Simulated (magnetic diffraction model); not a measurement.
# TbTi2Co2: what an assumed order does to the neutron pattern

Space group I4/mmm (no. 139), a = 4.0070 Å, c = 9.7670 Å.

| site | atom | x | y | z |
| --- | --- | --- | --- | --- |
| 2a | Tb | 0 | 0 | 0 |
| 4d | Co | 1/2 | 0 | 1/4 |
| 4e | Ti | 1/2 | 1/2 | 0.1307 |

The compound is invented for this exercise: a known structure type with other elements, its cell scaled to their sizes and not relaxed.

Only Tb and Co are taken to order (form factors of Tb3+ and Co2+); orders and moment sizes are assumed, and not adapted to the symmetry. Radiation: neutrons of λ = 1.909 Å, 8° to 100°; isotropic B of 0.13 Å² (Tb), 0.17 Å² (Co) and 0.18 Å² (Ti). The intensities are simulated: I ∝ L Σ (|F_N|² + |F_M⊥|²) for unpolarised neutrons, with F_M = 2.695 fm/μB × Σ f(s) S exp(2πi Q·r) exp(−B s²) at Q = H ± k (one set where k and −k are equivalent), only the part normal to Q counting and L = 1/(sin²θ cos θ). For collinear order S is the moment m, which repeats by lattice and centring translations R with the sign exp(−2πi k·R). Form factors are spin-only for 3d ions and dipole or tabulated for f ions, scattering lengths are Sears's of 1992, and absorption is left out. A label names one of the reflections at its angle. The strongest nuclear line in the range is 100, and lines under 0.2 are left out.

Assume the order k = (0 0 1), collinear moments along [010], 5 μB on Tb and 0.95 μB on Co; signs + at (0, 0, 0), − at (1/2, 0, 1/4), − at (0, 1/2, 1/4).

Q: Where does magnetic intensity appear, and how strong is it?

```tsv
2θ (°)	index	nuclear	magnetic
11.22	(0 0 1)	0.0	234.5
22.54	(0 0 2)	2.5	0.0
27.56	(1 0 0)	0.0	30.9
29.84	(1 0 1)	100.0	0.0
34.10	(0 0 3)	0.0	21.4
35.89	(1 0 2)	0.0	47.6
39.37	(1 1 0)	4.1	0.0
41.07	(1 1 1)	0.0	29.6
44.39	(1 0 3)	1.4	0.0
45.84	(1 1 2)	51.7	0.0
46.02	(0 0 4)	28.5	0.0
53.05	(1 1 3)	0.0	20.4
54.49	(1 0 4)	0.0	21.0
56.90	(2 0 0)	3.3	0.0
58.20	(2 0 1)	0.0	11.6
58.50	(0 0 5)	0.0	5.5
61.99	(2 0 2)	1.6	0.0
62.13	(1 1 4)	16.1	0.0
64.37	(2 1 0)	0.0	7.8
65.58	(2 1 1)	51.0	0.0
65.86	(1 0 5)	2.1	0.0
68.03	(2 0 3)	0.0	9.3
69.14	(2 1 2)	0.0	14.5
72.81	(1 1 5)	0.0	10.1
74.89	(2 1 3)	1.2	0.0
76.09	(2 0 4)	52.6	0.0
78.53	(1 0 6)	0.0	8.5
82.71	(2 1 4)	0.0	10.8
84.72	(2 2 0)	1.9	0.0
85.10	(1 1 6)	15.0	0.0
85.81	(2 2 1)	0.0	3.9
86.07	(2 0 5)	0.0	5.8
86.33	(0 0 7)	0.0	1.9
89.10	(2 2 2)	1.0	0.0
91.22	(3 0 0)	0.0	1.6
92.32	(3 0 1)	17.1	0.0
92.58	(2 1 5)	2.9	0.0
92.83	(1 0 7)	20.7	0.0
94.58	(2 2 3)	0.0	3.5
95.61	(3 0 2)	0.0	3.0
97.75	(3 1 0)	2.2	0.0
98.86	(3 1 1)	0.0	5.5
99.38	(1 1 7)	0.0	4.8
```

The strongest magnetic line in the range is (0 0 1) at 11.22° (234.5). On top of the Lorentz factor, which all lines share, magnetic lines fade with angle because f falls: for Tb3+ it is 0.95, 0.82, 0.66 and 0.36 at sin θ/λ = 0.1, 0.2, 0.3 and 0.5 Å⁻¹, while nuclear lengths stay constant. The order has no net moment.

[Logs are printed without paths, hosts, clocks, repeated set-up lines and the standing remarks that a program may print on its own settings, such as how far it seeks lower states.]
